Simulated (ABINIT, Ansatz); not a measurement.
## CsCaF3 (Pm-3m): G0W0 with ABINIT, start to end

How does a plane-wave GW calculation on CsCaF3 (Pm-3m) run from the first input to the gap?

Program: ABINIT 10.8.3. Level of theory: LDA and many-body steps on it, plane waves. Results are calculated unless marked as measured.

## (1) Set-up

Symmetry: Pm-3m, No. 221, cubic system. Conventional cell: a = 4.521 Å, b = 4.521 Å, c = 4.521 Å, α = 90.00°, β = 90.00°, γ = 90.00°. Nearest to Cs lie 12 F at 3.20 Å. Nearest to Ca lie 6 F at 2.26 Å. Nearest to F lie 2 Ca at 2.26 Å and 4 Cs at 3.20 Å. Farther neighbours and most contacts between anions are not listed.

The cell and positions are those that the Materials Project relaxed with its own functionals (PBE, PBE+U or r2SCAN), kept fixed. Spin-orbit coupling is left out unless a step names it.

## (2) Ground state

This step: ABINIT 10.8.3; DFT, LDA, plane waves, norm-conserving pseudopotentials.

The ground-state density comes first.

Input file run.abi:

```
acell 3*1.0 Angstrom
rprim 
  4.520531030000 0.000000000000 0.000000000000
  0.000000000000 4.520531030000 0.000000000000
  0.000000000000 0.000000000000 4.520531030000
ntypat 3
znucl 55 20 9
natom 5
typat 1 2 3 3 3
xred 
  0.000000000000 0.000000000000 0.000000000000
  0.500000000000 0.500000000000 0.500000000000
  0.000000000000 0.500000000000 0.500000000000
  0.500000000000 0.000000000000 0.500000000000
  0.500000000000 0.500000000000 0.000000000000
pp_dirpath "pseudos"
pseudos "Cs.upf, Ca.upf, F.upf"
ecut 36
ngkpt 4 4 4
nshiftk 1
shiftk 0 0 0
kptopt 1
chksymbreak 0
nband 26
occopt 1
tolvrs 1e-10
nstep 60
prtwf 0
optforces 0
optstress 0
indata_prefix "in"
outdata_prefix "out"
tmpdata_prefix "tmp"
```

The run is started by

```sh
$ OMP_NUM_THREADS=1 mpirun -n 4 abinit run.abi > log
```

Numbers of over 12 decimals in the logs are rounded to 6 here.

What it wrote:

```text
.Version 10.8.3 of ABINIT. v10.8.2 released Aug 2026.

 Symmetries : space group Pm -3 m (#221); Bravais cP (primitive cubic)
================================================================================
 Values of the parameters that define the memory need of the present run
     intxc =       0    ionmov =       0      iscf =       7    lmnmax =       8
     lnmax =       8     mgfft =      48  mpssoang =       4    mqgrid =    3001
     natom =       5  nloc_mem =       1    nspden =       1   nspinor =       1
    nsppol =       1      nsym =      48    n1xccc =    2501    ntypat =       3
    occopt =       1   xclevel =       1
-    mband =          26        mffmem =           1         mkmem =           3
       mpw =        6479          nfft =      110592          nkpt =          10
================================================================================
  Rough estimation (10% accuracy) of disk space for files :
================================================================================

--------------------------------------------------------------------------------
------------- Echo of variables that govern the present computation ------------
--------------------------------------------------------------------------------
 -outvars: echo values of preprocessed input variables --------
            acell      1.8897261259E+00  1.8897261259E+00  1.8897261259E+00 Bohr

      chksymbreak           0
             ecut      3.60000000E+01 Hartree
-          fftalg         312

              ixc       -1012
              kpt      0.00000000E+00  0.00000000E+00  0.00000000E+00
                       2.50000000E-01  0.00000000E+00  0.00000000E+00
                       5.00000000E-01  0.00000000E+00  0.00000000E+00
                       2.50000000E-01  2.50000000E-01  0.00000000E+00
                       5.00000000E-01  2.50000000E-01  0.00000000E+00
                       5.00000000E-01  5.00000000E-01  0.00000000E+00
                       2.50000000E-01  2.50000000E-01  2.50000000E-01
                       5.00000000E-01  2.50000000E-01  2.50000000E-01
                       5.00000000E-01  5.00000000E-01  2.50000000E-01
                       5.00000000E-01  5.00000000E-01  5.00000000E-01
         kptrlatt        4    0    0      0    4    0      0    0    4
          kptrlen      3.41702624E+01
P           mkmem           3
            natom           5
            nband          26
            ngfft          48      48      48
             nkpt          10
            nstep          60
             nsym          48
           ntypat           3
              occ      2.000000  2.000000  2.000000  2.000000  2.000000  2.000000
                       2.000000  2.000000  2.000000  2.000000  2.000000  2.000000
                       2.000000  2.000000  2.000000  2.000000  2.000000  2.000000
                       2.000000  2.000000  0.000000  0.000000  0.000000  0.000000
                       0.000000  0.000000
        optforces           0
        optstress           0
            prtwf           0
            rprim      4.5205310300E+00  0.0000000000E+00  0.0000000000E+00
                       0.0000000000E+00  4.5205310300E+00  0.0000000000E+00
[...]
spgroup         221

           tolvrs      1.00000000E-10

             xred      0.0000000000E+00  0.0000000000E+00  0.0000000000E+00
[...]
znucl       55.00000   20.00000    9.00000

================================================================================

 chkinp: Checking input parameters for consistency.

================================================================================
== DATASET  1 ==================================================================
-   mpi_nproc: 4, omp_nthreads: 1 (-1 if OMP is not activated)

--- !DatasetInfo
iteration_state: {dtset: 1, }
dimensions: {natom: 5, nkpt: 10, mband: 26, nsppol: 1, nspinor: 1, nspden: 1, mpw: 6479, }
cutoff_energies: {ecut:  36.0, pawecutdg:  -1.0, }
electrons: {nelect:   4.00000000E+01, charge:   0.00000000E+00, occopt:   1.00000000E+00, tsmear:   1.00000000E-02, }

 Real(R)+Recip(G) space primitive vectors, cartesian coordinates (Bohr,Bohr^-1):
 R(1)=  8.5425656  0.0000000  0.0000000  G(1)=  0.1170609  0.0000000  0.0000000
 R(2)=  0.0000000  8.5425656  0.0000000  G(2)=  0.0000000  0.1170609  0.0000000
 R(3)=  0.0000000  0.0000000  8.5425656  G(3)=  0.0000000  0.0000000  0.1170609
 Unit cell volume ucvol=  6.2339737E+02 bohr^3
 Angles (23,13,12)=  9.00000000E+01  9.00000000E+01  9.00000000E+01 degrees

 getcut: wavevector=  0.0000  0.0000  0.0000  ngfft=  48  48  48
         ecut(hartree)=     36.000   => boxcut(ratio)=   2.08035

--- Pseudopotential description ------------------------------------------------
- Cs Generated using ONCVPSP code by D. R. Hamann
- 55.00000   9.00000  201201                  znucl, zion, pspdat
12 -1012 3 -1 2328                            pspcod,pspxc,lmax,lloc,mmax
     nproj     2     2     2     2
  pspatm : epsatm=   21.68725381
         --- l  ekb(1:nproj) -->
[...]
pspatm: atomic psp has been read  and splines computed

- Ca Generated using ONCVPSP code by D. R. Hamann
- 20.00000  10.00000  180309                  znucl, zion, pspdat
12 -1012 2 -1 1724                            pspcod,pspxc,lmax,lloc,mmax
     nproj     2     2     2     0
  pspatm : epsatm=   12.51424511
         --- l  ekb(1:nproj) -->
[...]
pspatm: atomic psp has been read  and splines computed

- F Generated using ONCVPSP code by D. R. Hamann
-  9.00000   7.00000  201202                  znucl, zion, pspdat
12 -1012 2 -1 824                             pspcod,pspxc,lmax,lloc,mmax
     nproj     2     2     1     0
  pspatm : epsatm=    4.94580260
         --- l  ekb(1:nproj) -->
[...]
2   -2.364936
 pspatm: atomic psp has been read  and splines computed

   1.96155627E+03                                ecore*ucvol(ha*bohr**3)
--------------------------------------------------------------------------------

_setup2: Arith. and geom. avg. npw (full set) are    6430.953    6430.915

================================================================================

--- !BeginCycle
iteration_state: {dtset: 1, }
solver: {iscf: 7, nstep: 60, nline: 4, wfoptalg: 0, }
tolerances: {tolvrs: 1.00E-10, }

     iter   Etot(hartree)      deltaE(h)  residm     vres2
 ETOT  1  -135.95330866426    -1.360E+02 8.908E-02 7.307E+02
 ETOT  2  -136.00650378958    -5.320E-02 8.416E-03 4.922E+02
 ETOT  3  -136.22448412609    -2.180E-01 1.225E-02 5.701E+01
 ETOT  4  -136.23471233997    -1.023E-02 2.029E-02 1.064E+00
 ETOT  5  -136.23476964009    -5.730E-05 5.102E-03 3.355E-01
 ETOT  6  -136.23485749867    -8.786E-05 9.873E-04 2.306E-03
 ETOT  7  -136.23485779747    -2.988E-07 6.610E-04 6.688E-05
 ETOT  8  -136.23485780299    -5.520E-09 2.100E-04 1.772E-05
 ETOT  9  -136.23485780815    -5.164E-09 2.684E-04 4.670E-08
 ETOT 10  -136.23485780818    -3.138E-11 8.181E-05 2.974E-09
 ETOT 11  -136.23485780818    -1.592E-12 1.018E-04 3.128E-10
 ETOT 12  -136.23485780818     3.439E-12 3.023E-05 7.030E-12

 At SCF step   12       vres2   =  7.03E-12 < tolvrs=  1.00E-10 =>converged.

--- !ResultsGS
iteration_state: {dtset: 1, }
comment   : Summary of ground state results
lattice_vectors:
- [  8.5425656,   0.0000000,   0.0000000, ]
- [  0.0000000,   8.5425656,   0.0000000, ]
- [  0.0000000,   0.0000000,   8.5425656, ]
lattice_lengths: [   8.54257,    8.54257,    8.54257, ]
lattice_angles: [ 90.000,  90.000,  90.000, ] # degrees, (23, 13, 12)
lattice_volume:   6.2339737E+02
convergence: {deltae:  3.439E-12, res2:  7.030E-12, residm:  3.023E-05, diffor:  0.000E+00, }
etotal    :  -1.36234858E+02
entropy   :   0.00000000E+00
fermie    :   5.59362094E-03
cartesian_stress_tensor: null
pressure_GPa: null
xred      :
- [  0.0000E+00,   0.0000E+00,   0.0000E+00, Cs]
- [  5.0000E-01,   5.0000E-01,   5.0000E-01, Ca]
- [  0.0000E+00,   5.0000E-01,   5.0000E-01,  F]
- [  5.0000E-01,   0.0000E+00,   5.0000E-01,  F]
- [  5.0000E-01,   5.0000E-01,   0.0000E+00,  F]
cartesian_forces: null
force_length_stats: {min: null, max: null, mean: null, }

 Integrated electronic density in atomic spheres:
 ------------------------------------------------
 Atom  Sphere_radius  Integrated_density
[...]
================================================================================

 ----iterations are completed or convergence reached----

 Mean square residual over all n,k,spin=   25.795E-08; max=  30.230E-06
 reduced coordinates (array xred) for    5 atoms
       0.000000000000      0.000000000000      0.000000000000
       0.500000000000      0.500000000000      0.500000000000
       0.000000000000      0.500000000000      0.500000000000
       0.500000000000      0.000000000000      0.500000000000
       0.500000000000      0.500000000000      0.000000000000
 rms dE/dt=  0.0000E+00; max dE/dt=  0.0000E+00; dE/dt below (all hartree)
    1       0.000000000000      0.000000000000      0.000000000000
    2       0.000000000000      0.000000000000      0.000000000000
    3       0.000000000000      0.000000000000      0.000000000000
    4       0.000000000000      0.000000000000      0.000000000000
    5       0.000000000000      0.000000000000      0.000000000000

 cartesian coordinates (angstrom) at end:
    1      0.000000     0.000000     0.000000
    2      2.260266     2.260266     2.260266
    3      0.000000     2.260266     2.260266
    4      2.260266     0.000000     2.260266
    5      2.260266     2.260266     0.000000
 length scales=  1.889726125908  1.889726125908  1.889726125908 bohr
              =  1.000000000000  1.000000000000  1.000000000000 angstroms
 prteigrs : about to open file out_EIG
 Fermi (or HOMO) energy (hartree) =   0.00559   Average Vxc (hartree)=  -0.36151
 Eigenvalues (hartree) for nkpt=  10  k points:
 kpt#   1, nband= 26, wtk=  0.01563, kpt=  0.0000  0.0000  0.0000 (reduced coord)
  -1.28650   -0.68540   -0.67683   -0.67683   -0.62360   -0.60215   -0.60215   -0.60215
  -0.14559   -0.14559   -0.14559   -0.01742   -0.01742   -0.01742   -0.00881   -0.00881
  -0.00881    0.00471    0.00471    0.00471    0.25697    0.30065    0.30065    0.31440
   0.31440    0.31440
 prteigrs : prtvol=0 or 1, do not print more k-points.

--- !EnergyTerms
iteration_state     : {dtset: 1, }
comment             : Components of total free energy in Hartree
kinetic             :  6.68598626341189E+01
hartree             :  3.81939831677280E+01
xc                  : -3.04547636212754E+01
Ewald energy        : -8.81894361365023E+01
psp_core            :  3.14655845796115E+00
local_psp           : -1.24217839470682E+02
non_local_psp       : -1.57322283952842E+00
total_energy        : -1.36234857808180E+02
total_energy_eV     : -3.70713933598469E+03
band_energy         : -1.26874457832719E+01

== END DATASET(S) ==============================================================
================================================================================

 -outvars: echo values of variables after computation  --------
           etotal     -1.3623485781E+02
            nband          26
             nkpt          10
          spgroup         221
 [... the other variables as echoed above ...]

 Calculation completed.
```

The job ended after 27 s (4 MPI ranks of Arm Neoverse V1, shared host; peak memory 0.36 GiB; 1.8 min of CPU time).

Numbers from this step:

- total energy: -3707.1393 eV
- gap: 6.840 eV
- k of the valence top: 0.5, 0.5, 0.5
- k of the conduction bottom: 0, 0, 0
- least direct gap: 6.864 eV

The gap is indirect, with the least direct gap 0.02 eV higher.

(Continued in part 2 of 3.)

[Paths, hosts, dates, memory and timing lines, banners, echoed tables and standing remarks are left out of the program output.]

[Logs are printed without paths, hosts, clocks, repeated set-up lines and the standing remarks that a program may print on its own settings, such as how far it seeks lower states.]

[Runs of the session that timed out or met a known fault of the program may be left out.]

[Hosts, paths, dates, database ids (printed as entryN), source tags and the programs' standing remarks are cut or masked in the printed files.]

[G0W0 gaps are taken among the corrected bands and points alone; a level outside them can change the order at an edge.]

[Where Ansatz stands beside ABINIT at settings called matched, ABINIT's density can come from a denser mesh and the files from another edition; pairs whose starting gaps differed by over 0.03 eV were left out, so agreement reads better than it is.]
